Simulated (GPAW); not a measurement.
# P K-edge XANES of ZrCu2P2 (P-3m1), part 2 of 2

Aim: the near-edge shape at the P K edge of ZrCu2P2 (P-3m1), and what the core hole does to it.

GPAW 26.7.0; X-ray absorption from dipole matrix elements to empty bands, plane-wave PAW LDA.

So far. Step 2 (Ground state of the crystal): The mesh shows no gap, so the system is treated as a metal and the core electron is put at the Fermi level (neutral cell). Step 3 (Spectrum without a core hole, P atom 4): Main maxima below 24 eV (height): 2.0 eV (1.01) and 7.8 eV (1.49). A K edge sees empty p states on the absorber.

**5. Spectrum with XCH, P atom 4**

The holes are 6.6 Å apart. In GPAW the data set carries the hole's charge, so charge=0 means a charged cell and charge=-1 a neutral one. The excited electron is kept in the cell, where it fills the lowest empty states and screens the hole. After the field has converged, empty bands are computed with the density fixed and the dipole matrix elements are summed.

Contents of xas.py:

```python
import numpy as np
from ase import Atoms
from ase.parallel import parprint, paropen
from gpaw import GPAW, PW, FermiDirac, Mixer, MixerDif, setup_paths
from gpaw.test import gen
setup_paths.insert(0, '.')
gen('P', name='fch1s', xcname='LDA', corehole=(1, 0, 1), write_xml=True)
from gpaw.mpi import world
world.barrier()

atoms = Atoms('Zr3Cu6P6',
    cell=[[5.69573091, 3.28843177, 0],
     [0, -6.57686354, 0],
     [1.89857697, 3.28843177, -6.15259226]],
    scaled_positions=[[0, 0, 0],
     [0.33333333, 0.66666667, 0],
     [0.66666667, 0.33333333, 0],
     [0.21296271, 0.45370396, 0.36111188],
     [0.54629604, 0.12037063, 0.36111188],
     [0.87962937, 0.78703729, 0.36111188],
     [0.45370396, 0.87962937, 0.63888812],
     [0.78703729, 0.54629604, 0.63888812],
     [0.12037063, 0.21296271, 0.63888812],
     [0.08405785, 0.58260882, 0.74782645],
     [0.41739118, 0.24927548, 0.74782645],
     [0.75072452, 0.91594215, 0.74782645],
     [0.58260882, 0.75072452, 0.25217355],
     [0.91594215, 0.41739118, 0.25217355],
     [0.24927548, 0.08405785, 0.25217355]],
    pbc=True)
atoms.calc = calc = GPAW(legacy_gpaw=True, mode=PW(430), xc='LDA', setups={9: 'fch1s'},
    kpts={'size': (5, 5, 5), 'gamma': True}, occupations=FermiDirac(0.1),
    charge=-1, mixer=Mixer(0.1, 5, 50), maxiter=150,
    convergence={'density': 0.0001}, txt='scf.txt')
energy = atoms.get_potential_energy() + calc.get_reference_energy()
ef = calc.get_fermi_level()
out = dict(energy=energy, fermi=ef, forces=atoms.get_forces().tolist())
parprint(f'all-electron energy {energy:.4f} eV, Fermi level {ef:.4f} eV')
ev = np.array([[calc.get_eigenvalues(k, s) for k in range(len(calc.get_ibz_k_points()))] for s in range(calc.get_number_of_spins())])
out['homo'], out['lumo'], out['counts'] = ev[ev < ef].max(), ev[ev > ef].min(), sorted(set((ev < ef).sum((0, 2)).tolist()))
out['filled'] = (ev[:, 0] < ef).sum(1).tolist()

from ase.units import Ha
from gpaw.xas import dipole_matrix_elements
nb = int(calc.get_number_of_electrons() / 2) + 155
top, nb = nb, nb + 8 + nb // 12
nscf = calc.fixed_density(kpts={'size': (6, 6, 6), 'gamma': True}, nbands=nb,
    convergence={'bands': top, 'eigenstates': 1e-5}, maxiter=60, txt='nscf.txt')
cell = atoms.cell.array
ops = [cell.T @ U.T @ np.linalg.inv(cell.T) for U in nscf.wfs.kd.symmetry.op_scc]
E = np.arange(-6, 34, 0.1)
fwhm = np.interp(E, [4, 25], [0.9, 3.5])
Y, X, zero, highest = 0, 0, 1e9, 1e9
for spin in range(nscf.get_number_of_spins()):
    wfs = nscf.wfs
    A = dipole_matrix_elements(wfs.setups[9])
    eps = np.zeros((wfs.kd.nibzkpts, nb))
    d = np.zeros((3, A.shape[1], wfs.kd.nibzkpts, nb), complex)
    for kpt in wfs.kpt_u:
        if kpt.s == spin and 9 in kpt.P_ani:
            eps[kpt.k] = kpt.eps_n * Ha
            d[:, :, kpt.k] = (kpt.weight * wfs.nspins / 2) ** 0.5 * np.inner(A, kpt.P_ani[9])
    world.sum(eps)
    world.sum(d)
    T = np.einsum('amkn,bmkn->abkn', d, d.conj()).real
    T = sum(np.einsum('ai,ijkn,bj->abkn', R, T, R) for R in ops) / len(ops)
    empty = eps > ef
    zero, highest = min(zero, eps[empty].min()), min(highest, eps[:, top - 1].min())
    lines = [(eps, T, empty)] if spin == 0 else lines + [(eps, T, empty)]
for eps, T, empty in lines:
    f = np.einsum('aakn->akn', T).reshape(3, -1)
    x = eps.ravel() - zero
    w = np.interp(x, E, fwhm) / 2.35482
    g = np.exp(-0.5 * ((E[:, None] - x) / w) ** 2) / (w * (2 * np.pi) ** 0.5)
    Y = Y + (f * empty.ravel()) @ g.T
    X = X + (f * ~empty.ravel()) @ g.T
out.update(E=E.round(2).tolist(), xas=Y.tolist(), xes=X.tolist(), zero=zero, valid=highest - zero, nk=len(eps), nb=nb)
for i in range(0, len(E), 10):
    parprint(f'{E[i]:7.2f}', *(f'{v:10.3e}' for v in Y[:, i]))
import json
with paropen('out.json', 'w') as f:
    json.dump(out, f)
```

Command:

```bash
OMP_NUM_THREADS=1 mpirun -n 4 gpaw python xas.py
```

Numbers of over 12 decimals in the logs are rounded to 6 here.

The program printed:

```text
Input parameters:
  charge: -1
  convergence: {density: 0.0001}
  kpts: {gamma: True,
         size: (5, 5, 5)}
  maxiter: 150
  mixer: {backend: pulay,
          beta: 0.1,
          method: separate,
          nmaxold: 5,
          weight: 50}
  mode: {ecut: 430.0,
         name: pw}
  occupations: {fixmagmom: False,
                name: fermi-dirac,
                width: 0.1}
  setups: {9: fch1s}

Initialize ...

[... PAW data sets ...]

Reference energy: -616544.344067  # eV

Spin-paired calculation

[... convergence settings ...]
Symmetries present (total): 1
  [... symmetry matrices ...]

125 k-points: 5 x 5 x 5 Monkhorst-Pack grid
63 k-points in the irreducible part of the Brillouin zone
       k-points in crystal coordinates                weights
   0:     0.00000000    0.00000000    0.00000000          1/125
   1:     0.00000000    0.00000000    0.20000000          2/125
   2:     0.00000000    0.00000000    0.40000000          2/125
   3:     0.00000000    0.20000000   -0.40000000          2/125
   4:     0.00000000    0.20000000   -0.20000000          2/125
   5:     0.00000000    0.20000000    0.00000000          2/125
   6:     0.00000000    0.20000000    0.20000000          2/125
   7:     0.00000000    0.20000000    0.40000000          2/125
   8:     0.00000000    0.40000000   -0.40000000          2/125
   9:     0.00000000    0.40000000   -0.20000000          2/125
          ...
  62:     0.40000000    0.40000000    0.40000000          2/125

Wave functions: Plane wave expansion
  Cutoff energy: 430.000 eV
  Number of coefficients (min, max): 4638, 4681
  Pulay-stress correction: 0.000000 eV/Ang^3 (de/decut=0.000000)
  Using FFTW library
  Wavefunction extrapolation:
    Improved wavefunction reuse through dual PAW basis

Occupation numbers: Fermi-Dirac:
  width: 0.1000  # eV

Eigensolver
   Davidson(niter=2)

Densities:
  Coarse grid: 32*32*35 grid
  Fine grid: 64*64*70 grid
  Total Charge: 0.000000

Density mixing:
  Method: separate
  Backend: pulay
  Linear mixing parameter: 0.1
  old densities: 5
  Width of damping distribution: 1.1
  Damping of long wavelength oscillations: 50

[... Hamiltonian set-up ...]
Number of atoms: 15
Number of atomic orbitals: 117
Number of bands in calculation: 84
Number of valence electrons: 133
Bands to converge: occupied

... initialized

Initializing position-dependent things.

Density initialized from atomic densities
Creating initial wave functions:
  84 bands from LCAO basis set

         Zr        Zr

            Zr P    Cu  P

             Cu  P     Cu
               Cu   P   Cu

             P   Cu    P

Atomic positions and initial magnetic moments

Positions:
   0 Zr     0.000000    0.000000    0.000000    ( 0.0000,  0.0000,  0.0000)
   1 Zr     1.898577   -3.288432    0.000000    ( 0.0000,  0.0000,  0.0000)
   2 Zr     3.797154    0.000000    0.000000    ( 0.0000,  0.0000,  0.0000)
   3 Cu     1.898577   -1.096144   -2.221774    ( 0.0000,  0.0000,  0.0000)
   4 Cu     3.797154    2.192288   -2.221774    ( 0.0000,  0.0000,  0.0000)
   5 Cu     5.695731   -1.096144   -2.221774    ( 0.0000,  0.0000,  0.0000)
   6 Cu     3.797154   -2.192288   -3.930818    ( 0.0000,  0.0000,  0.0000)
[...]
12 P      3.797154   -2.192288   -1.551521    ( 0.0000,  0.0000,  0.0000)
  13 P      5.695731    1.096144   -1.551521    ( 0.0000,  0.0000,  0.0000)
  14 P      1.898577    1.096144   -1.551521    ( 0.0000,  0.0000,  0.0000)

Unit cell:
           periodic     x           y           z      points  spacing
  1. axis:    yes    5.695731    3.288432    0.000000    32     0.1701
  2. axis:    yes    0.000000   -6.576864    0.000000    32     0.1701
  3. axis:    yes    1.898577    3.288432   -6.152592    35     0.1758

  Lengths:   6.576864   6.576864   7.229991
  Angles:  117.054130  62.945870 120.000000

Effective grid spacing dv^(1/3) = 0.1860

iter:   1  -127.513635
iter:   2  -114.774103   -0.07  -1.12
iter:   3  -111.323342   -0.92  -1.27
iter:   4  -110.056864   -1.02  -1.39
iter:   5  -109.848894   -1.53  -1.56
iter:   6  -110.022232   -1.75  -1.70
iter:   7  -109.812106   -1.62  -2.02
iter:   8  -109.721167   -2.79  -2.35
iter:   9  -109.715070   -3.51  -2.62
iter:  10  -109.710465c  -3.34  -2.87
iter:  11  -109.709951c  -4.70  -3.05
iter:  12  -109.712905c  -3.61  -3.08
iter:  13  -109.708934c  -4.05  -3.20
iter:  14  -109.708767c  -4.39  -3.40
iter:  15  -109.708761c  -5.57  -3.83
iter:  16  -109.708730c  -5.71  -3.92
iter:  17  -109.708733c  -6.54  -4.19c
iter:  18  -109.708740c  -6.72  -4.49c
iter:  19  -109.708736c  -7.84c -4.68c

Converged after 19 iterations.

Dipole moment: (-0.565546, -0.353080, -0.135587) |e|*Ang

Energy contributions relative to reference atoms: (reference = -616544.344067)

Kinetic:         -3.503760
Potential:      -12.900714
External:        +0.000000
XC:             -94.446608
Entropy (-ST):   -0.149296
Local:           +1.216993
SIC:             +0.000000
--------------------------
Free energy:   -109.783384
Extrapolated:  -109.708736

Showing only first 2 kpts
 Kpt  Band  Eigenvalues  Occupancy
  0    64      9.09105    1.41912
  0    65      9.22915    0.76086
  0    66      9.22916    0.76081
  0    67      9.39236    0.21436

  1    64      9.02955    1.63761
  1    65      9.04522    1.58878
  1    66      9.39981    0.20052
[...]
Fermi level: 9.18038

No gap
No difference between direct/indirect transitions

Forces in eV/Ang:
  0 Zr   -0.01251   -0.39347   -0.24308
  1 Zr    0.34701    0.18590   -0.24308
  2 Zr   -0.33450    0.20757   -0.24308
  3 Cu    0.00000   -0.00000    0.43095
  4 Cu    0.00000   -0.00000    0.09966
  5 Cu   -0.00000    0.00000    0.12790
  6 Cu    0.27666   -0.15259    0.04189
[...]
12 P    -0.04922   -0.01555   -0.00102
 13 P     0.01114    0.05040   -0.00102
 14 P     0.03808   -0.03485   -0.00102
Scalar-relativistic atomic LDA calculation for P (Phosphorus, Z=15)
Core hole in 1s state (1s occupation: 1.0)
450 radial gridpoints.
|------------------------------------------------|
|------------------------------------------------|
[... the atom generator's iteration count ...]

Energy contributions:
-------------------------
Kinetic:     +261.768075
XC:           -17.966184
Potential:   -505.274962
-------------------------
Total:       -261.473071

state      eigenvalue         ekin         rmax
-----------------------------------------------
1s^1.0 :   -82.316117   109.824186        0.067
2s^2.0 :    -7.841975    17.549438        0.402
2p^6.0 :    -6.203561    17.373857        0.327
3s^2.0 :    -0.984498     2.880452        1.418
3p^3.0 :    -0.625684     2.280322        1.541
-----------------------------------------------
(units: Bohr and Hartree)

Generating PAW setup
Kinetic energy of the core from tauc = 249.749155
Cutoffs:
rc(s)=1.800
rc(p)=1.800
rc(d)=1.800
rc(vbar)=1.620
rc(comp)=1.800
rc(nct)=1.800

Kinetic energy of the core states: 249.166204
Charge: 1.0
Core electrons: 9.0
Valence electrons: 5.0
Pseudo-core charge: 0.082129
Shape function alpha=3.086
Pseudo-electron charge 5.474914
state    eigenvalue         norm
--------------------------------
3s(2) :    -0.984498     1.193424
*s    :     0.015502
3p(3) :    -0.625684     1.001979
*p    :     0.374316
*d    :     0.000000
--------------------------------

Diagonalizing with gridspacing h=0.050

state   all-electron     PAW
-------------------------------
3s:      -0.984498    -0.984928
3p:      -0.625684    -0.626173
*d:                   -0.152187
*f:                   -0.017358
-------------------------------
all-electron energy -616654.0528 eV, Fermi level 9.1804 eV
[...]
31.00  3.656e-06  3.656e-06  3.893e-06
  32.00  3.178e-06  3.178e-06  3.836e-06
  33.00  2.955e-06  2.955e-06  3.794e-06
```

The job ended after 16 min (4 MPI ranks of Arm Neoverse V2, shared host; peak memory 1.3 GiB; 65 min of CPU time).

The P K spectrum, P atom 4, excited-electron core hole (neutral cell) (energy from the lowest empty level; intensity scaled to a mean of 1 over the first 20 eV; polarised curves are means over the symmetry-equivalent atoms):

```
E (eV)  isotropic  ε ⊥ c  ε ∥ c
  -2.0       0.00   0.00   0.00
  -1.0       0.00   0.00   0.01
   0.0       0.47   0.36   0.70
   1.0       1.07   1.19   0.83
   2.0       1.01   0.93   1.15
   3.0       0.78   0.77   0.79
   4.0       0.97   0.92   1.07
   5.0       1.40   1.37   1.45
   6.0       1.58   1.60   1.52
   7.0       1.60   1.67   1.46
   8.0       1.32   1.35   1.25
   9.0       1.15   1.19   1.07
  10.0       0.99   1.04   0.90
  11.0       0.90   0.92   0.87
  12.0       0.91   0.88   0.98
  13.0       0.85   0.81   0.94
  14.0       0.84   0.83   0.86
  15.0       0.85   0.85   0.85
  16.0       0.83   0.84   0.79
  17.0       0.80   0.83   0.73
  18.0       0.76   0.78   0.73
  19.0       0.70   0.69   0.71
  20.0       0.64   0.64   0.66
  21.0       0.62   0.63   0.61
  22.0       0.62   0.64   0.59
  23.0       0.62   0.63   0.62
  24.0       0.62   0.61   0.64
  25.0       0.65   0.64   0.68
  26.0       0.75   0.76   0.74
  27.0       0.91   0.95   0.85
  28.0       1.06   1.12   0.94
  29.0       1.11   1.17   1.00
  30.0       1.06   1.08   1.00
  31.0       0.95   0.93   0.99
```

Main maxima below 24 eV (height): 1.4 eV (1.15) and 6.6 eV (1.64). 

The total-energy difference is 2146.95 eV. One term is added: -15.84 eV, since the hole is spin-paired here and a spin-polarised one costs that much less in the free atom (computed apart). The photon energy is then 2131.11 eV. The functional leaves an error in such absolute values: in the free atom LDA prices this hole 8.5 eV below PBE (computed apart), and PBE is itself good to a few eV.

**6. Spectrum with FCH, P atom 4**

The holes are 6.6 Å apart. In GPAW the data set carries the hole's charge, so charge=0 means a charged cell and charge=-1 a neutral one. The excited electron is left out and a uniform background balances the charge. After the field has converged, empty bands are computed with the density fixed and the dipole matrix elements are summed.

Changed against the first core-hole run: core hole to FCH.

Changes to xas.py since step 5:

```diff
@@ -32,3 +32,3 @@
     kpts={'size': (5, 5, 5), 'gamma': True}, occupations=FermiDirac(0.1),
-    charge=-1, mixer=Mixer(0.1, 5, 50), maxiter=150,
+    charge=0, mixer=Mixer(0.1, 5, 50), maxiter=150,
     convergence={'density': 0.0001}, txt='scf.txt')
```

The program printed:

```text
Input parameters:
  convergence: {density: 0.0001}
  kpts: {gamma: True,
         size: (5, 5, 5)}
  maxiter: 150
  mixer: {backend: pulay,
          beta: 0.1,
          method: separate,
          nmaxold: 5,
          weight: 50}
  mode: {ecut: 430.0,
         name: pw}
  occupations: {fixmagmom: False,
                name: fermi-dirac,
                width: 0.1}
  setups: {9: fch1s}

Initialize ...

[...]
*p    :     0.374316
*d    :     0.000000
--------------------------------

Diagonalizing with gridspacing h=0.050

state   all-electron     PAW
-------------------------------
3s:      -0.984498    -0.984928
3p:      -0.625684    -0.626173
*d:                   -0.152187
*f:                   -0.017358
-------------------------------
all-electron energy -616663.1129 eV, Fermi level 8.7992 eV
[...]
32.00  3.325e-06  3.325e-06  3.854e-06
  33.00  2.999e-06  2.999e-06  3.800e-06
[key lines of the parts left out:]
Converged after 18 iterations.
Dipole moment: (-0.566717, -0.352874, -0.134734) |e|*Ang
Free energy:   -118.801098
Fermi level: 8.79922
```

It took 16 min on 4 MPI ranks; peak memory 1.3 GiB.

```csv
E (eV),first run,this run
-2.0,0.00,0.00
-1.0,0.00,0.00
0.0,0.47,0.32
1.0,1.07,0.97
2.0,1.01,1.11
3.0,0.78,0.78
4.0,0.97,0.81
5.0,1.40,1.26
6.0,1.58,1.54
7.0,1.60,1.64
8.0,1.32,1.42
9.0,1.15,1.20
10.0,0.99,1.06
11.0,0.90,0.91
12.0,0.91,0.91
13.0,0.85,0.88
14.0,0.84,0.84
15.0,0.85,0.85
16.0,0.83,0.84
17.0,0.80,0.81
18.0,0.76,0.78
19.0,0.70,0.72
20.0,0.64,0.66
21.0,0.62,0.63
22.0,0.62,0.62
23.0,0.62,0.62
24.0,0.62,0.62
25.0,0.65,0.64
26.0,0.75,0.71
27.0,0.91,0.85
28.0,1.06,1.01
29.0,1.11,1.10
30.0,1.06,1.08
31.0,0.95,0.99
```

Against the first run the r.m.s. difference is 7 %. The highest intensity below 16 eV goes from 6.6 eV (1.64) to 7.0 eV (1.64).

The photon energy of the zero moves by -0.21 eV.

**7. Spectrum with XCH, P atom 4**

A test of how far the result depends on this setting.

Changed against the first core-hole run: broadening from Gaussian full width 0.9 eV up to 4 eV, rising linearly to 3.5 eV at 25 eV to Gaussian full width 0.5 eV up to 4 eV, rising linearly to 1.5 eV at 25 eV.

Changes to xas.py since step 6:

```diff
@@ -32,3 +32,3 @@
     kpts={'size': (5, 5, 5), 'gamma': True}, occupations=FermiDirac(0.1),
-    charge=0, mixer=Mixer(0.1, 5, 50), maxiter=150,
+    charge=-1, mixer=Mixer(0.1, 5, 50), maxiter=150,
     convergence={'density': 0.0001}, txt='scf.txt')
@@ -51,3 +51,3 @@
 E = np.arange(-6, 34, 0.1)
-fwhm = np.interp(E, [4, 25], [0.9, 3.5])
+fwhm = np.interp(E, [4, 25], [0.5, 1.5])
 Y, X, zero, highest = 0, 0, 1e9, 1e9
```

The program printed:

```text
Input parameters:
  charge: -1
  convergence: {density: 0.0001}
  kpts: {gamma: True,
         size: (5, 5, 5)}
  maxiter: 150
  mixer: {backend: pulay,
          beta: 0.1,
          method: separate,
          nmaxold: 5,
          weight: 50}
  mode: {ecut: 430.0,
         name: pw}
  occupations: {fixmagmom: False,
                name: fermi-dirac,
                width: 0.1}
  setups: {9: fch1s}

Initialize ...

[...]
2. axis:    yes    0.000000   -6.576864    0.000000    32     0.1701
  3. axis:    yes    1.898577    3.288432   -6.152592    35     0.1758

  Lengths:   6.576864   6.576864   7.229991
  Angles:  117.054130  62.945870 120.000000

Effective grid spacing dv^(1/3) = 0.1860

iter:   1  -109.424026   +2.87       c
iter:   2  -109.417700   +1.25       c
iter:   3  -109.417862c  +0.28       c
iter:   4  -109.417884c  -0.55       c

all-electron energy -616654.0528 eV, Fermi level 9.1804 eV
[key lines of the parts left out:]
Converged after 19 iterations.
Dipole moment: (-0.565546, -0.353080, -0.135587) |e|*Ang
Free energy:   -109.783384
Fermi level: 9.18038
```

Wall time 9.3 min (4 MPI ranks); peak memory 0.04 GiB.

The run was cut off at its time limit.

The time allowed ran out, so this step gives no result.

**8. With and without the hole**

Both curves are counted from their own zero, so only the shift of weight within the empty states shows.

```
E (eV)  no hole   XCH
  -2.0     0.00  0.00
  -1.0     0.00  0.00
   0.0     0.31  0.47
   1.0     0.80  1.07
   2.0     1.01  1.01
   3.0     0.73  0.78
   4.0     0.67  0.97
   5.0     0.84  1.40
   6.0     1.13  1.58
   7.0     1.40  1.60
   8.0     1.48  1.32
   9.0     1.39  1.15
  10.0     1.23  0.99
  11.0     1.08  0.90
  12.0     1.06  0.91
  13.0     1.02  0.85
  14.0     0.99  0.84
  15.0     0.96  0.85
  16.0     0.93  0.83
  17.0     0.91  0.80
  18.0     0.88  0.76
  19.0     0.81  0.70
  20.0     0.74  0.64
  21.0     0.69  0.62
  22.0     0.66  0.62
  23.0     0.64  0.62
  24.0     0.62  0.62
  25.0     0.60  0.65
  26.0     0.61  0.75
  27.0     0.71  0.91
  28.0     0.86  1.06
  29.0     1.01  1.11
  30.0     1.08  1.06
  31.0     1.05  0.95
```

With each curve scaled to its own mean, the area from −2 to 6 eV with the hole is 6.5 against 4.9, and the centre of weight from −1 to 20 eV moves by -0.8 eV: the hole pulls the absorber's empty states down.

**9. Summary of results**

```json
{
 "absorber and edge": "P K, atom 4 of the ground-state input (counted from 1)",
 "surroundings": "3 Cu at 2.29 Å, 1 Cu at 2.38 Å and 3 Zr at 2.69 Å (7-fold, site symmetry 3m)",
 "highest intensity below 16 eV": "6.6 eV above the zero, height 1.64",
 "photon energy of the zero, with the added terms": "2131.1 eV (raw 2146.9 eV; LDA puts this hole about 8 eV below PBE, itself good to a few eV)"
}
```

**Reading.** The P K edge of atom 4, with 3 Cu at 2.29 Å, 1 Cu at 2.38 Å and 3 Zr at 2.69 Å (7-fold, site symmetry 3m), has its highest intensity of the first 16 eV at 6.6 eV above the zero, near 2138 eV in photon energy (LDA puts this hole about 8 eV below PBE, itself good to a few eV), 1.6 times the mean level of the first 20 eV (Gaussian full width 0.9 eV up to 4 eV, rising linearly to 3.5 eV at 25 eV). With each curve scaled to its own mean, the area from −2 to 6 eV with the hole is 6.5 against 4.9, and the centre of weight from −1 to 20 eV moves by -0.8 eV: the hole pulls the absorber's empty states down. Changing the core hole to FCH alters the shape by 7 % r.m.s., so the result is insensitive to this choice. At the P K edge of atom 4 polarisation matters most near 1.1 eV, where the curves differ by 0.4 on this scale. The structure is a computed Materials Project entry and may be a hypothetical form.

[Banner, clock and machine lines of the logs are left out without a mark of their own.]

[Logs are printed without paths, hosts, clocks, repeated set-up lines and the standing remarks that a program may print on its own settings, such as how far it seeks lower states.]

[Hosts, paths, dates, database ids (printed as entryN), source tags and the programs' standing remarks are cut or masked in the printed files.]

[Lists of maxima count a maximum above −3 eV only where it reaches 4 % of the highest in the window and stands out from its surroundings by 2 % of it (1.5 % where it reaches 55 %); shoulders and weaker maxima are passed over, and of the rest the first, up to two pre-edge ones and the few strongest are named.]
